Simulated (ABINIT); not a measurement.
# SnSe2 (P-3m1): G0W0 with ABINIT, start to end, part 3 of 3

Wanted: ground state, empty states, screening and self-energy for SnSe2 (P-3m1).

ABINIT 10.8.3; PBE and many-body steps on it, plane waves. Known limits of the many-body steps: not at the basis limit; no spin-orbit coupling; coarse k mesh.

So far. Step 4 (Empty states on the mesh, 3×3×2 mesh, 136 bands): On this mesh the gap is 1.100 eV. The earlier step found 0.819 eV, so this mesh misses an edge. Step 5 (Screening, 3×3×2 mesh, 124 bands, screening to 108.8 eV): Local fields lower ε∞ by 12 %. On a Γ-centred mesh this coarse the value itself is usually too large, while a short band sum pulls it down.

## Step 6: Self-energy, 3×3×2 mesh, 124 bands, screening to 108.8 eV

The self-energy is evaluated for the states that the input lists, and the levels follow from it, in one-shot runs by the linearised quasiparticle equation.

This step: G0W0 on PBE, plane waves, norm-conserving pseudopotentials.

Input file run.abi:

```
acell 3*1.0 Angstrom
rprim 
  3.810999999987 0.000000000003 0.000000000000
  -1.905499999996 3.300422813810 0.000000000000
  0.000000000000 0.000000000000 6.136000000000
ntypat 2
znucl 50 34
natom 3
typat 1 2 2
xred 
  0.000000000000 0.000000000000 0.000000000000
  0.333333333333 0.666666666667 0.249000000000
  0.666666666667 0.333333333333 0.751000000000
pp_dirpath "pseudos"
pseudos "Sn.upf, Se.upf"
ecut 48
ngkpt 3 3 2
nshiftk 1
shiftk 0 0 0
kptopt 1
chksymbreak 0
istwfk *1
occopt 1
irdwfk 1
optdriver 4
nband 124
gwcalctyp 0
ecutsigx 48
symsigma 1
nkptgw 1
kptgw 
  0.0000000000 0.0000000000 0.0000000000
bdgw 
  33 37
ecuteps 4
irdscr 1
ppmodel 1
indata_prefix "in"
outdata_prefix "out"
tmpdata_prefix "tmp"
```

Started as:

```bash
$ OMP_NUM_THREADS=1 mpirun -n 4 abinit run.abi > log
```

Numbers of over 12 decimals in the logs are rounded to 6 here.

What it wrote:

```text
.Version 10.8.3 of ABINIT. v10.8.2 released Aug 2026.

 Symmetries : space group P-3 m 1 (#164); Bravais hP (primitive hexag.)
[... echo of the input left out ...]
== DATASET  1 ==================================================================
-   mpi_nproc: 4, omp_nthreads: 1 (-1 if OMP is not activated)

--- !DatasetInfo
iteration_state: {dtset: 1, }
dimensions: {natom: 3, nkpt: 6, mband: 124, nsppol: 1, nspinor: 1, nspden: 1, mpw: 8305, }
cutoff_energies: {ecut:  48.0, pawecutdg:  -1.0, }
electrons: {nelect:   7.00000000E+01, charge:   0.00000000E+00, occopt:   1.00000000E+00, tsmear:   1.00000000E-02, }

 SIGMA: Calculation of the GW corrections

 Based on a program developped by R.W. Godby, V. Olevano, G. Onida, and L. Reining.
 Incorporated in ABINIT by V. Olevano, G.-M. Rignanese, and M. Torrent.
.Using double precision arithmetic ; gwpc =  8

[... cell and pseudopotentials left out ...]
--------------------------------------------------------------------------------

 ==== K-mesh for the wavefunctions ====
 Number of points in the irreducible wedge :     6
[... list of points left out ...]
 Together with 12 symmetry operations and time-reversal symmetry
 yields    18 points in the full Brillouin Zone.

 ==== Q-mesh for screening function ====
 Number of points in the irreducible wedge :     6
[... list of points left out ...]
 Together with 12 symmetry operations and time-reversal symmetry
 yields    18 points in the full Brillouin Zone.

 vcoul_init : cutoff-mode = AUXILIARY_FUNCTION
 q-points for optical limit:   1
     1)      0.000010    0.000020    0.000030
 setmesh: FFT mesh size selected  =    40x   40x   75
          total number of points  =       120000

 Number of electrons calculated from density =   70.0000; Expected =   70.0000
 average of density, n =  0.134403
 r_s =    1.2111
 omega_plasma =   35.3638 [eV]

 === KS Band Gaps ===
  >>>> For spin  1
   Minimum direct gap =   1.0998 [eV], located at k-point      :   0.0000  0.0000  0.0000
   Fundamental gap    =   1.0998 [eV], Top of valence bands at :   0.0000  0.0000  0.0000
                                       Bottom of conduction at :   0.0000  0.0000  0.0000
 SIGMA fundamental parameters:
 PLASMON POLE MODEL  1
 number of plane-waves for SigmaX                 8305
 number of plane-waves for SigmaC and W            197
 number of plane-waves for wavefunctions          8305
 number of bands                                   124
 number of independent spin polarizations            1
 number of spinorial components                      1
 number of k-points in IBZ                           6
 number of q-points in IBZ                           6
 number of symmetry operations                      12
 number of k-points in BZ                           18
 number of q-points in BZ                           18
 number of frequencies for dSigma/dE                 9
 frequency step for dSigma/dE [eV]                0.25
 number of omega for Sigma on real axis              0
 max omega for Sigma on real axis  [eV]           0.00
 zcut for avoiding poles [eV]                     0.10

 EPSILON^-1 parameters (SCR file):
 dimension of the eps^-1 matrix on file            197
 dimension of the eps^-1 matrix used               197
 number of plane-waves for wavefunctions          8305
 number of bands                                   124
 number of q-points in IBZ                           6
 number of frequencies                               2
 number of real frequencies                          1
 number of imag frequencies                          1

 matrix elements of self-energy operator (all in [eV])

 Perturbative Calculation

--- !SelfEnergy_ee
iteration_state: {dtset: 1, }
kpoint     : [   0.000,    0.000,    0.000, ]
spin       : 1
KS_gap     :    1.100
QP_gap     :    1.672
Delta_QP_KS:    0.572
data: !SigmaeeData |
     Band     E0 <VxcDFT>   SigX SigC(E0)      Z dSigC/dE  Sig(E)    E-E0       E
       33   5.249 -14.622 -16.811   2.103   0.789  -0.267 -14.690  -0.068   5.182
       34   5.249 -14.622 -16.811   2.103   0.789  -0.267 -14.690  -0.068   5.182
       35   5.637 -14.683 -16.739   1.985   0.791  -0.264 -14.739  -0.056   5.581
       36   6.737 -13.871 -10.050  -3.183   0.809  -0.236 -13.355   0.516   7.253
       37   8.603 -11.502  -7.047  -4.023   0.813  -0.230 -11.151   0.351   8.954

== END DATASET(S) ==============================================================
================================================================================

 -outvars: echo values of variables after computation  --------
           etotal      0.0000000000E+00
            nband         124
             nkpt           6
          spgroup         164
 [... the other variables as echoed above ...]

 Calculation completed.
```

The job ended after 6.2 s (4 MPI ranks of Arm Neoverse V1, shared host; peak memory 1.1 GiB).

Numbers from this step:

```yaml
g0w0_gap_on_the_points_computed: 1.672 eV
starting_gap_on_the_mesh: 1.100 eV
k_of_the_valence_top: 0, 0, 0
k_of_the_conduction_bottom: 0, 0, 0
z_at_the_valence_top: 0.791
z_at_the_conduction_bottom: 0.809
least_direct_g0w0_gap_on_the_computed_points: 1.672 eV
```

The gap on the mesh goes from 1.10 eV to 1.67 eV, a correction of +0.57 eV. The start differs from the 0.82 eV found before because the two sample other k points.

Limits: finite bands, cutoff and mesh; no spin-orbit coupling; coarse k mesh. v1 is the top filled band, c1 the lowest empty one. Levels before and after the correction, in eV, zero at the valence-band top of each column:

|  | conduction bottom | valence top |
| --- | --- | --- |
| Kohn-Sham | 1.10 | 0.00 |
| G0W0 | 1.67 | 0.00 |

|  | level | energy (eV) |
| --- | --- | --- |
| Kohn-Sham | Γ v3-v2 | -0.387 |
| Kohn-Sham | Γ v1 | 0.000 |
| Kohn-Sham | Γ c1 | 1.100 |
| Kohn-Sham | Γ c2 | 2.966 |
| G0W0 | Γ v3-v2 | -0.399 |
| G0W0 | Γ v1 | 0.000 |
| G0W0 | Γ c1 | 1.672 |
| G0W0 | Γ c2 | 3.373 |

## Step 7: Where the time went

Times are wall times on 4 MPI ranks of Arm Neoverse V1, shared host, good to a factor of about two.

| step | time | share | memory (GiB) |
| --- | --- | --- | --- |
| ground state | 88 s | 32 % | 0.49 |
| bands along the symmetry lines | 70 s | 25 % | 0.49 |
| empty states on the mesh | 70 s | 25 % | 0.42 |
| screening | 45 s | 16 % | 1.2 |
| self-energy | 6.2 s | 2 % | 1.1 |

## Step 8: Results

```json
{
  "PBE gap": "0.75 eV, indirect",
  "G0W0 gap on the mesh": "1.67 eV",
  "G0W0 gap over the zone (rigid shift)": "1.32 eV",
  "GW settings": "3×3×2 mesh, 124 bands, screening to 108.8 eV, Godby-Needs plasmon pole",
  "known limits": "not at the basis limit; no spin-orbit coupling; coarse k mesh"
}
```

In words: G0W0 moves the gap on the mesh from 1.10 eV to 1.67 eV (+0.57 eV), with Z of 0.79 and 0.81 at the edges. The mesh misses the band edges by 0.35 eV in all; a rigid shift gives 1.32 eV for the zone. Local fields lower the RPA ε∞ on this mesh from 22.27 to 19.52; a Γ-centred mesh this coarse tends to raise both, most where the direct gap is narrow, while a short band sum lowers them. Only 1 of the mesh's irreducible points was corrected, so a valley elsewhere could overtake. Against experiment, by G0W0@PBE: the gap of 1.32 eV lies +0.11 eV from the measured 1.21 ± 0.04 eV (electronic, 77.6 K, 2018); the gap of 1.32 eV lies +0.32 eV from the measured 1 eV (indirect, quoted 2018); the gap of 1.32 eV lies +0.11 eV from the measured 1.207 eV (exciton, 300 K, 2021). An exciton line or allowed optical edge lies below the quasiparticle gap by the binding energy; a forbidden edge can push the onset above it. The calculation has static nuclei and no excitons; a measured gap holds zero-point and thermal motion, which mostly lowers it. Bands and cutoff are finite, so the gap is not at the basis limit. The miss can reach some tenths of an eV and take either sign; the mesh is an error of its own. In the G0W0 run levels were corrected at 1 k point alone, so a gap called «on the mesh» is the least over those, and an edge elsewhere would be missed. A denser mesh or path gives a starting gap of 0.75 eV: the GW mesh misses a band edge, so its gaps are not the fundamental one. The 3×3×2 mesh is coarse for this cell, which bears on the long-range parts of exchange and screening. The many-body steps are scalar-relativistic: spin-orbit coupling is not in them.

[Paths, hosts, dates, memory and timing lines, banners, echoed tables and standing remarks are left out of the program output.]

[Logs are printed without paths, hosts, clocks, repeated set-up lines and the standing remarks that a program may print on its own settings, such as how far it seeks lower states.]

[Runs of the session that timed out or met a known fault of the program may be left out.]

[Hosts, paths, dates, database ids (printed as entryN), source tags and the programs' standing remarks are cut or masked in the printed files.]

[G0W0 gaps are taken among the corrected bands and points alone; a level outside them can change the order at an edge.]

[Where Ansatz stands beside ABINIT at settings called matched, ABINIT's density can come from a denser mesh and the files from another edition; pairs whose starting gaps differed by over 0.03 eV were left out, so agreement reads better than it is.]
